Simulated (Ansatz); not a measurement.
# Ba2IClF2: complex band structure, part 2 of 3

Aim: relax a made-up compound, Ba2IClF2, and see how good a tunnel barrier it would be. It is built by putting Cl for Br in the Ba2IBrF2 structure of space group P4mm, with the volume rescaled by atomic radii. The parent structure comes from the Materials Project.

Ansatz 0.2.0; r2SCAN DFT, plane waves, PAW files (the session's first sound run).

So far, gap on the k-mesh (eV): step 3 (the bulk crystal and its band edges) 5.01.

The structure was built from a prototype and need not be the compound's stable phase.

## 4. Complex bands, plane (001), k-mesh 6×6×4

This step: r2SCAN DFT, plane waves, PAW files; complex bands by layer matching along the plane's normal (Ansatz 0.2.0).

The same crystal is laid in a cell whose first two vectors span the (001) plane (indices of the standard conventional cell, whose axes can be ordered otherwise than in the bulk input). At fixed energy and wavevector in the plane the solver finds all kz, real and complex. A few wavevectors are listed, (0, 0) and (0.5, 0) in units of the plane's reciprocal vectors; the slowest state needn't be among them.

File input.yaml:

```yaml
crystal:
  lattice:
    - [4.473134695, 0.0, 0.0]
    - [0.0, 4.473134695, 0.0]
    - [0.0, 0.0, 8.192513629]
  atoms:
    - { symbol: Ba, position: [0.5, 0.5, 0.8442683951] }
    - { symbol: Ba, position: [0.0, 0.0, 0.1955810019] }
    - { symbol: I, position: [0.0, 0.0, 0.6362804943] }
    - { symbol: Cl, position: [0.5, 0.5, 0.306484311] }
    - { symbol: F, position: [0.5, 0.0, 0.0086928988] }
    - { symbol: F, position: [0.0, 0.5, 0.0086928988] }
kpoints:
  mp_grid: { grid: [6, 6, 4] }
scf:
  occupations: { method: fixed }
hamiltonian:
  xc: r2scan
output:
  eigenvalues: true
  transmission:
    leads: [[0, 0]]
    kpoints: [[0.0, 0.0], [0.5, 0.0]]
    e_range: [-1.0, 6.01]
    de: 0.18
```

The run is started by

```
ansatz run input.yaml --threads 2 --pin off --max-ram 4096MiB --backend cpu --events-out ev --progress --plain --runs-dir out
```

Numbers of over 12 decimals in the logs are rounded to 6 here.

The program printed:

```text
[...]
Crystal: 6 atoms, lattice volume = 163.923 Å³
Basis set: ecut = 500 eV, 4153 PW (Γ), exchange–correlation on 144×144×240 points (64 copies of the dense FFT grid, shifted against one another)
Bands: 35, of which v1, the nominal top of the filled ones, is band 29 counted from 1 (28 counted from 0)
Symmetry: 8 space group operations
[...]
k-points: 30 of 144 (time reversal used)
[...]
SCF iter   1: F=—  HF=-22174.453770 eV  |F-HF|=—  |Δ(HF+E_count)|=         —  Δρ=6.49e-3  dr2=7.48e-2  dr2_τ=6.95e-2  ethr=1.77e-3  ⟨swp⟩=6.3  Hψ=4316  notcnv=0  defer=106
[...]
SCF iter   7: F=-22174.567420 eV  HF=-22174.567420 eV  |F-HF|=1.08e-8  |Δ(HF+E_count)|=   1.08e-8  Δρ=2.77e-6  dr2=1.74e-8  dr2_τ=1.16e-9  ethr=1.72e-10  ⟨swp⟩=15.2  Hψ=6392  notcnv=0
SCF 1 converged in 7 iterations: F = -22174.567420 eV  dr2 = 1.74e-8
[...]
transmission: 11 of 22 steps passed
transmission: 22 of 22 steps passed
SCF converged after 7 iterations
Free energy (F): -22174.567420 eV
[...]
Internal energy: -22174.567420 eV  (E = F + TS)
E sigma→0 (E₀):  -22174.567420 eV
Fermi energy:    4.813099 eV
[...]
--- Band table (eV; the first three rows and the last of 30) ---
  k-point 0: bands = [... 25 lower, 3.6641, 4.4568, 4.8131, 4.8131, 9.8240, 10.5250, 10.5660, 11.0117, ... 2 higher]
  k-point 1: bands = [... 25 lower, 3.6768, 4.2961, 4.8034, 4.8034, 9.9445, 10.7636, 10.8033, 11.0163, ... 2 higher]
  k-point 2: bands = [... 25 lower, 3.6897, 4.1027, 4.7935, 4.7935, 10.1620, 10.5056, 11.0903, 11.6572, ... 2 higher]
  k-point 29: bands = [... 25 lower, 3.7707, 3.9564, 3.9564, 4.1776, 11.4354, 11.4354, 11.5445, 11.9138, ... 2 higher]
--- Transmission ---
  basis      : 213 plane waves across, 11 finite elements along
  points     : 2, as listed
  energies   : 39 from -1.000000 to 5.840000 eV about the Fermi level, 0.180000 eV apart; the leads are filled to 2.505437 eV, and channels, transmission and decay are at 2.420000 eV
  crystal 0  : I1Ba2F2Cl1, at the sites [0, 0], period 8.1925 Å: whole cells are its period
    offset         : up to 0.0000 Å between an atom of the period and one for which it stands
    channels       : 0.000000e0 a spin
    conductance    : none, the energies end too early or step too widely for 300 K: set another output.transmission.e_range or a lower de, or, where they end at an eighth of basis.ecutwfc, a higher one
    slowest decay  : 0.3796 /Å at (0.0000, 0.0000)
```

Wall time 36 s (2 threads of Arm Neoverse V2, shared host); peak memory 1 GiB.

This step gave:

| Property | Result |
| --- | --- |
| level to which the leads are filled | 2.505 eV from the Fermi level |
| decay constant at the filling level, zone centre | 0.3796 Å⁻¹ |
| decay constant at the filling level, slowest listed point | 0.3796 Å⁻¹ |

K parallel (0, 0); values up to 1.5 1/Å, a degenerate pair printed once or twice; energies at which all values exceed this have no row. Table of Im kz of the slowest decaying states by energy, zero at the highest filled level on the SCF mesh:

```tsv
energy (eV)	decay 1 (Å⁻¹)	decay 2 (Å⁻¹)	decay 3 (Å⁻¹)	decay 4 (Å⁻¹)
-1.00	0.143	0.362	0.598	1.00
-0.64	0.476	0.601	0.990	1.02
-0.46	0.477	0.600	0.981	1.02
-0.10	0.204	0.343	0.598	0.961
0.08	0.252	0.367	0.596	0.951
0.44	0.310	0.590	0.609	0.927
0.62	0.329	0.586	0.672	0.914
0.98	0.356	0.577	0.779	0.887
1.16	0.365	0.572	0.854	0.872
1.52	0.376	0.560	0.840	0.892
1.70	0.380	0.553	0.823	0.900
2.06	0.382	0.538	0.787	0.912
2.24	0.381	0.529	0.767	0.917
2.60	0.377	0.511	0.725	0.925
2.78	0.373	0.501	0.702	0.928
3.14	0.362	0.478	0.652	0.932
3.32	0.355	0.466	0.625	0.934
3.68	0.338	0.439	0.564	0.937
3.86	0.327	0.423	0.529	0.938
4.22	0.303	0.389	0.447	0.902
4.40	0.288	0.370	0.398	0.883
4.76	0.254	0.263	0.324	0.841
4.94	0.142	0.233	0.296	0.819
5.30	0.178	0.225	0.770	0.841
5.48	0.0745	0.141	0.172	0.744
5.84	0.687	0.712	0.772	1.25
```

K parallel (0.5, 0); values up to 1.5 1/Å, a degenerate pair printed once or twice; energies at which all values exceed this have no row. Im kz of the slowest decaying states against energy, zero at the highest filled level on the SCF mesh:

```tsv
energy (eV)	decay 1 (Å⁻¹)	decay 2 (Å⁻¹)	decay 3 (Å⁻¹)	decay 4 (Å⁻¹)
-1.00	0.210	0.542	0.672	0.675
-0.46	0.250	0.284	0.554	0.725
-0.10	0.288	0.431	0.444	0.731
0.08	0.464	0.501	0.502	0.695
0.44	0.484	0.616	0.618	0.833
0.98	0.493	0.631	0.687	0.849
1.52	0.490	0.630	0.722	0.848
1.88	0.483	0.625	0.736	0.841
2.42	0.468	0.609	0.749	0.822
2.96	0.448	0.586	0.754	0.794
3.32	0.431	0.566	0.755	0.770
3.86	0.400	0.529	0.726	0.755
4.40	0.361	0.481	0.67	0.755
4.94	0.312	0.417	0.598	0.766
5.30	0.270	0.326	0.389	0.535
5.84	0.165	0.328	0.386	0.806
```

At the listed wavevectors the last open channel is at -0.46 eV and the next at +5.12 eV on the grid, wider than the gap, since narrow bands can fall between grid energies. At +2.42 eV, the grid energy nearest the filling level (the middle of the gap on the SCF mesh), the slowest state at the listed wavevectors decays with κ = 0.380 Å⁻¹, its amplitude falling by e over 2.6 Å. Through 1 nm of this crystal that state's transmission falls by exp(−2 × 0.380 Å⁻¹ × 10 Å) = 5.0e-4.

## 5. Decay over the two-dimensional zone

The listed points could miss the slowest state, so one energy near mid-gap is solved on a mesh of 10×10.

Changes to input.yaml since step 4:

```diff
@@ -20,6 +20,2 @@
   eigenvalues: true
-  transmission:
-    leads: [[0, 0]]
-    kpoints: [[0.0, 0.0], [0.5, 0.0]]
-    e_range: [-1.0, 6.01]
-    de: 0.18
+  transmission: { leads: [[0, 0]], kmesh: [10, 10], e_range: [2.51, 2.52], de: 0.05 }
```

The program printed:

```text
[...]
Crystal: 6 atoms, lattice volume = 163.923 Å³
Basis set: ecut = 500 eV, 4153 PW (Γ), exchange–correlation on 144×144×240 points (64 copies of the dense FFT grid, shifted against one another)
Bands: 35, of which v1, the nominal top of the filled ones, is band 29 counted from 1 (28 counted from 0)
Symmetry: 8 space group operations
[...]
k-points: 30 of 144 (time reversal used)
[...]
SCF iter   1: F=—  HF=-22174.453770 eV  |F-HF|=—  |Δ(HF+E_count)|=         —  Δρ=6.49e-3  dr2=7.48e-2  dr2_τ=6.95e-2  ethr=1.77e-3  ⟨swp⟩=6.3  Hψ=4316  notcnv=0  defer=106
[...]
SCF iter   7: F=-22174.567420 eV  HF=-22174.567420 eV  |F-HF|=1.08e-8  |Δ(HF+E_count)|=   1.08e-8  Δρ=2.77e-6  dr2=1.74e-8  dr2_τ=1.16e-9  ethr=1.72e-10  ⟨swp⟩=15.2  Hψ=6392  notcnv=0
SCF 1 converged in 7 iterations: F = -22174.567420 eV  dr2 = 1.74e-8
[...]
transmission: 44 of 231 steps passed
transmission: 88 of 231 steps passed
[...]
transmission: 231 of 231 steps passed
SCF converged after 7 iterations
Free energy (F): -22174.567420 eV
[...]
Internal energy: -22174.567420 eV  (E = F + TS)
E sigma→0 (E₀):  -22174.567420 eV
Fermi energy:    4.813099 eV
[...]
--- Band table (eV; the first three rows and the last of 30) ---
  k-point 0: bands = [... 25 lower, 3.6641, 4.4568, 4.8131, 4.8131, 9.8240, 10.5250, 10.5660, 11.0117, ... 2 higher]
  k-point 1: bands = [... 25 lower, 3.6768, 4.2961, 4.8034, 4.8034, 9.9445, 10.7636, 10.8033, 11.0163, ... 2 higher]
  k-point 2: bands = [... 25 lower, 3.6897, 4.1027, 4.7935, 4.7935, 10.1620, 10.5056, 11.0903, 11.6572, ... 2 higher]
  k-point 29: bands = [... 25 lower, 3.7707, 3.9564, 3.9564, 4.1776, 11.4354, 11.4354, 11.5445, 11.9138, ... 2 higher]
--- Transmission ---
  basis      : 213 plane waves across, 11 finite elements along
  points     : 21, standing for a mesh of 10 x 10
  energies   : 1 from 2.510000 to 2.510000 eV about the Fermi level; the leads are filled to 2.505437 eV, and channels, transmission and decay are at 2.510000 eV
[...]
channels       : 0.000000e0 a spin
    conductance    : none, crystal 0 has no channel at the energies, or these end too early or step too widely for 300 K: set another output.transmission.e_range or a lower de, or, where they end at an eighth of basis.ecutwfc, a higher one
    slowest decay  : 0.3783 /Å at (0.0000, 0.0000)
```

Elapsed: 47 s, on 2 threads; peak memory 1.1 GiB.

Numbers from this step:

```yaml
least_decay_constant_on_the_mesh: 0.3783 Å⁻¹
```

Slowest decay constant (1/Å; 0 where a channel is open) over k1 and k2. At 2.5100 eV from the Fermi level.

Ten even steps from '_' (0.378) to '@' (0.525):
```
@@%%##**++++++**##%%
####**++++==++++**##
****++==------==++**
**++++--......--++++
++++==--..__..--==++
**++++--......--++++
****++==------==++**
####**++++==++++**##
@@%%##**++++++**##%%
@@@@##****++****##@@
```
Columns: k1 (b1) from -0.5 to 0.4; rows upwards: k2 (b2) from -0.5 to 0.4.

The least value on the mesh is 0.378 Å⁻¹ at +2.51 eV. At that energy the listed points give about 0.378 Å⁻¹ by interpolation, so the mesh holds no clearly slower state.

## 6. Decaying states in the gap, plane (100), k-mesh 6×4×6

The same for the (100) plane, at (0, 0) and (0.5, 0), to see how the decay depends on direction.

File input.yaml:

```yaml
crystal:
  lattice:
    - [4.473134695, 0.0, 0.0]
    - [0.0, 8.192513629, 0.0]
    - [0.0, 0.0, 4.473134695]
  atoms:
    - { symbol: Ba, position: [0.5, 0.8442683951, 0.5] }
    - { symbol: Ba, position: [0.0, 0.1955810019, 0.0] }
    - { symbol: I, position: [0.0, 0.6362804943, 0.0] }
    - { symbol: Cl, position: [0.5, 0.306484311, 0.5] }
    - { symbol: F, position: [0.0, 0.0086928988, 0.5] }
    - { symbol: F, position: [0.5, 0.0086928988, 0.0] }
kpoints:
  mp_grid: { grid: [6, 4, 6] }
scf:
  occupations: { method: fixed }
hamiltonian:
  xc: r2scan
output:
  eigenvalues: true
  transmission:
    leads: [[0, 0]]
    kpoints: [[0.0, 0.0], [0.5, 0.0]]
    e_range: [-1.0, 6.01]
    de: 0.18
```

The program printed:

```text
[...]
Crystal: 6 atoms, lattice volume = 163.923 Å³
Basis set: ecut = 500 eV, 4153 PW (Γ), exchange–correlation on 144×240×144 points (64 copies of the dense FFT grid, shifted against one another)
Bands: 35, of which v1, the nominal top of the filled ones, is band 29 counted from 1 (28 counted from 0)
Symmetry: 8 space group operations
[...]
k-points: 30 of 144 (time reversal used)
[...]
SCF iter   1: F=—  HF=-22174.453774 eV  |F-HF|=—  |Δ(HF+E_count)|=         —  Δρ=6.49e-3  dr2=7.48e-2  dr2_τ=6.95e-2  ethr=1.77e-3  ⟨swp⟩=6.3  Hψ=4310  notcnv=0  defer=106
[...]
SCF iter   7: F=-22174.567420 eV  HF=-22174.567420 eV  |F-HF|=1.07e-8  |Δ(HF+E_count)|=   1.08e-8  Δρ=2.75e-6  dr2=1.73e-8  dr2_τ=1.15e-9  ethr=1.72e-10  ⟨swp⟩=15.1  Hψ=6419  notcnv=0
SCF 1 converged in 7 iterations: F = -22174.567420 eV  dr2 = 1.73e-8
[...]
transmission: 7 of 14 steps passed
transmission: 14 of 14 steps passed
SCF converged after 7 iterations
Free energy (F): -22174.567420 eV
[...]
Internal energy: -22174.567420 eV  (E = F + TS)
E sigma→0 (E₀):  -22174.567420 eV
Fermi energy:    4.813099 eV
[...]
--- Band table (eV; the first three rows and the last of 30) ---
  k-point 0: bands = [... 25 lower, 3.6641, 4.4568, 4.8131, 4.8131, 9.8240, 10.5250, 10.5660, 11.0117, ... 2 higher]
  k-point 1: bands = [... 25 lower, 3.5964, 4.3692, 4.5055, 4.7752, 10.2620, 10.5979, 11.0143, 11.2835, ... 2 higher]
  k-point 2: bands = [... 25 lower, 3.4920, 4.0324, 4.3624, 4.7032, 10.5480, 11.1263, 11.2589, 11.4117, ... 2 higher]
  k-point 29: bands = [... 25 lower, 3.7707, 3.9564, 3.9564, 4.1776, 11.4354, 11.4354, 11.5445, 11.9138, ... 2 higher]
--- Transmission ---
  basis      : 381 plane waves across, 7 finite elements along
  points     : 2, as listed
[...]
crystal 0  : Ba2I1F2Cl1, at the sites [0, 0], period 4.4731 Å: whole cells are its period
[...]
channels       : 0.000000e0 a spin
[...]
slowest decay  : 0.3387 /Å at (0.0000, 0.0000)
```

Run time: 1.7 min. Hardware: 2 threads; peak memory 1.7 GiB.

Numbers from this step:

```yaml
decay_constant_at_the_filling_level_zone_centre: 0.3387 Å⁻¹
decay_constant_at_the_filling_level_slowest_listed_point: 0.3387 Å⁻¹
```

K parallel (0, 0); values up to 1.5 1/Å, a degenerate pair printed once or twice; energies at which all values exceed this have no row. The Im kz of the slowest decaying states by energy, zero at the highest filled level on the SCF mesh:

```tsv
energy (eV)	decay 1 (Å⁻¹)	decay 2 (Å⁻¹)	decay 3 (Å⁻¹)	decay 4 (Å⁻¹)
-1.00	0.154	0.213	0.301	0.541
-0.64	0.158	0.342	0.484	0.504
-0.46	0.372	0.488	0.539	0.540
-0.10	0.464	0.512	0.551	0.635
0.08	0.0986	0.292	0.478	0.532
0.44	0.212	0.485	0.513	0.573
0.62	0.242	0.490	0.551	0.593
0.98	0.283	0.498	0.593	0.608
1.16	0.298	0.500	0.606	0.613
1.52	0.319	0.499	0.618	0.623
1.70	0.326	0.497	0.619	0.628
2.06	0.335	0.490	0.617	0.635
2.24	0.338	0.484	0.614	0.636
2.60	0.338	0.469	0.604	0.608
2.78	0.337	0.460	0.596	0.606
3.14	0.329	0.437	0.579	0.584
3.32	0.323	0.424	0.570	0.571
3.68	0.306	0.394	0.542	0.549
3.86	0.295	0.377	0.526	0.538
4.22	0.261	0.340	0.490	0.515
4.40	0.237	0.320	0.469	0.507
4.76	0.160	0.277	0.421	0.475
4.94	0.0874	0.254	0.393	0.457
5.30	0.195	0.321	0.384	0.450
5.48	0.154	0.267	0.314	0.413
5.84	0.0880	0.213	0.284	0.379
```

K parallel (0.5, 0); values up to 1.5 1/Å, a degenerate pair printed once or twice; energies at which all values exceed this have no row. The Im kz of the slowest decaying states by energy, zero at the highest filled level on the SCF mesh:

```tsv
energy (eV)	decay 1 (Å⁻¹)	decay 2 (Å⁻¹)	decay 3 (Å⁻¹)	decay 4 (Å⁻¹)
-1.00	0.134	0.262	0.307	0.394
-0.46	0.281	0.335	0.509	0.513
-0.10	0.0948	0.428	0.555	0.560
0.08	0.201	0.457	0.583	0.583
0.44	0.294	0.499	0.610	0.616
0.98	0.361	0.539	0.632	0.649
1.52	0.393	0.565	0.638	0.668
1.88	0.403	0.575	0.634	0.676
2.42	0.408	0.581	0.622	0.681
2.96	0.402	0.574	0.604	0.679
3.32	0.393	0.562	0.589	0.674
3.86	0.372	0.535	0.561	0.663
4.40	0.340	0.496	0.523	0.630
4.94	0.293	0.440	0.473	0.554
5.30	0.250	0.388	0.428	0.482
5.84	0.134	0.250	0.319	0.424
```

At the listed wavevectors the last open channel is at -0.10 eV and the next at +5.12 eV on the grid. At +2.42 eV, the grid energy nearest the filling level (the middle of the gap on the SCF mesh), the slowest state at the listed wavevectors decays with κ = 0.339 Å⁻¹, its amplitude falling by e over 3.0 Å; the first such run, plane (001), gave 0.380 Å⁻¹.

(Continued in part 3 of 3.)

[Logs are printed without paths, hosts, clocks, repeated set-up lines and the standing remarks that a program may print on its own settings, such as how far it seeks lower states.]

[Hosts, paths, dates, database ids (printed as entryN), source tags and the programs' standing remarks are cut or masked in the printed files.]
